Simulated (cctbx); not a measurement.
**Symmetry from intensities**

Cell: a = 7.6270 Å, b = 7.6270 Å, c = 9.0470 Å, α = 90.00°, β = 90.00°, γ = 120.00°. Expected content of the cell: Sn6 Sr3 Fe1 Al8.

The data are simulated with cctbx, not measured: synchrotron X-rays, λ = 0.6889 Å, to d = 0.7 Å, 70 % of the full sphere, strongest reflection 5000 counts, noise from counting, a 1.5 % proportional error and a noise floor of 4 counts (s.d.); no absorption.

Tests on the unmerged data give:

```text
3872 reflections to d = 0.701 A
centring   violations  <I/sigma> of those
    A       1455 of  1889     10.1
    B       1484 of  1934      9.9
    C       1565 of  1933     10.5
    I       1485 of  1926     10.0
    R       2034 of  2563     10.2
    F       2252 of  2878     10.2
Laue class    unique    Rint  (classes that these axes allow; Friedel mates merged)
P -1             2519   0.054
P 1 1 2/m        1436   0.057
P -3              921   0.059
P -3 1 m          519   0.062
P -3 m 1          555   0.062
P 6/m             491   0.062
P 6/m m m         322   0.063
space group    extra absences  I>4sigma  <I/sigma>
P 6 2 2                 0          0         -  acentric
P 6 m m                 0          0         -  acentric
P -6 m 2                0          0         -  acentric
P -6 2 m                0          0         -  acentric
P 6/m m m               0          0         -  centric
Wilson B = 0.31 A^2   <|E^2-1|> = 0.728 (0.968 centric, 0.736 acentric)   E^2>4: 0.9 %
shell (A)         n   <I/sigma>
 9.05 - 1.40     54     38.0
 1.40 - 1.11     42     33.8
 1.11 - 0.97     41     28.2
 0.97 - 0.88     38     31.4
 0.88 - 0.82     37     27.2
 0.82 - 0.77     37     29.0
 0.77 - 0.73     41     23.4
 0.73 - 0.70     32     26.7
```

Q: Read the symmetry from these tables.

Every centring test has many violations, so the lattice is primitive.

Rint stays low (0.054 to 0.063) up to P 6/m m m, the highest class in these axes. It includes Bijvoet differences, since Friedel mates are merged.

5 settings pass the absence test. No glide or screw absences show, which leaves P 6 2 2, P 6 m m, P -6 m 2, P -6 2 m and P 6/m m m.

⟨|E²−1|⟩ = 0.728 leans to a non-centrosymmetric structure. The Wilson B of 0.31 Å² means U ≈ 0.0039 Å².

The true group is P-62m (no. 189), Laue class 6/mmm, non-centrosymmetric. The tables only narrow the choice to the tied entries; cell content, site symmetry and trial solutions must settle it.

The model was made for the exercise: a known structure type with other elements put in, its volume estimated, not relaxed; displacement parameters are assumed.

[Logs are printed without paths, hosts, clocks, repeated set-up lines and the standing remarks that a program may print on its own settings, such as how far it seeks lower states.]
